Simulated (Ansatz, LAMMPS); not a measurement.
**A faulty run on glassy 56SiO2-26Al2O3-18BaO (mol %) (114 atoms)**

Program: Ansatz 0.2.0. The cell: 19 Si, 18 Al, 6 Ba and 71 O.

Contents of input.yaml:

```yaml
crystal:
  lattice:
    - [11.6084, 0.0, 0.0]
    - [0.0, 11.6084, 0.0]
    - [0.0, 0.0, 11.6084]
  atoms:
    - { symbol: Si, position: [0.68274, 0.60266, 0.4249] }
    - { symbol: Si, position: [0.31065, 0.64337, 0.50847] }
    - { symbol: Si, position: [0.36378, 0.94251, 0.94048] }
    - { symbol: Si, position: [0.46795, 0.69969, 0.30226] }
    - { symbol: Si, position: [0.53798, 0.55975, 0.82107] }
    - { symbol: Si, position: [0.20587, 0.1566, 0.87858] }
    - { symbol: Si, position: [0.74599, 0.3419, 0.35731] }
    - { symbol: Si, position: [0.98969, 0.16156, 0.73375] }
    - { symbol: Si, position: [0.95501, 0.80897, 0.49248] }
    - { symbol: Si, position: [0.42637, 0.58533, 0.04616] }
    - { symbol: Si, position: [0.5111, 0.33703, 0.09641] }
    - { symbol: Si, position: [0.12453, 0.18136, 0.32067] }
    - { symbol: Si, position: [0.05173, 0.57535, 0.51563] }
    - { symbol: Si, position: [0.6123, 0.94569, 0.62889] }
    - { symbol: Si, position: [0.01724, 0.17984, 0.07683] }
    - { symbol: Si, position: [0.92874, 0.8618, 0.008] }
    - { symbol: Si, position: [0.62125, 0.10634, 0.27847] }
    - { symbol: Si, position: [0.76323, 0.56947, 0.68448] }
    [... 90 atom lines left out ...]
    - { symbol: O, position: [0.39876, 0.34305, 0.40691] }
    - { symbol: O, position: [0.70563, 0.61414, 0.56075] }
    - { symbol: O, position: [0.99527, 0.45589, 0.47735] }
    - { symbol: O, position: [0.44521, 0.2688, 0.19258] }
    - { symbol: O, position: [0.64771, 0.10282, 0.1438] }
    - { symbol: O, position: [0.4443, 0.65126, 0.17202] }
kpoints:
  mp_grid: { grid: [1, 1, 1] }
hamiltonian:
  xc: pbe
  hubbard: { sites: [{ species: Si, l: f, u_eff: 4.0 }] }
scf:
  occupations: { method: fermi_dirac, width: 0.05 }
  max_iter: 100
output:
  forces: true
```

Launch:

```
$ ansatz run input.yaml --threads 4 --pin off --max-ram 8192MiB --backend cpu --events-out ev --progress --plain --runs-dir out
```

The log of the run:

```text
Error: inconsistent input (hamiltonian.hubbard.sites[].l, hamiltonian.hubbard.sites[].shell): the file of Si doesn't list 4f, and it can't be added: PBE doesn't bind the shell 4f of the free atom, whose level lies at +1.08 eV. Type an atom or ion with it (hamiltonian.pseudopotentials.projection_atoms), take another file or name another shell
```

It took 0.1 s on 4 threads of Arm Neoverse V1, shared host; peak memory 0.089 GiB.

**Question.** What is wrong with this input, and how is it mended?

A U on a shell that isn't there: hamiltonian.hubbard.sites = [{"species": "Si", "l": "f", "u_eff": 4.0}].

The fix is to take out hamiltonian.hubbard.sites.

The program refused it before any cycle.

[Logs are printed without paths, hosts, clocks, repeated set-up lines and the standing remarks that a program may print on its own settings, such as how far it seeks lower states.]

[Hosts, paths, dates, database ids (printed as entryN), source tags and the programs' standing remarks are cut or masked in the printed files.]
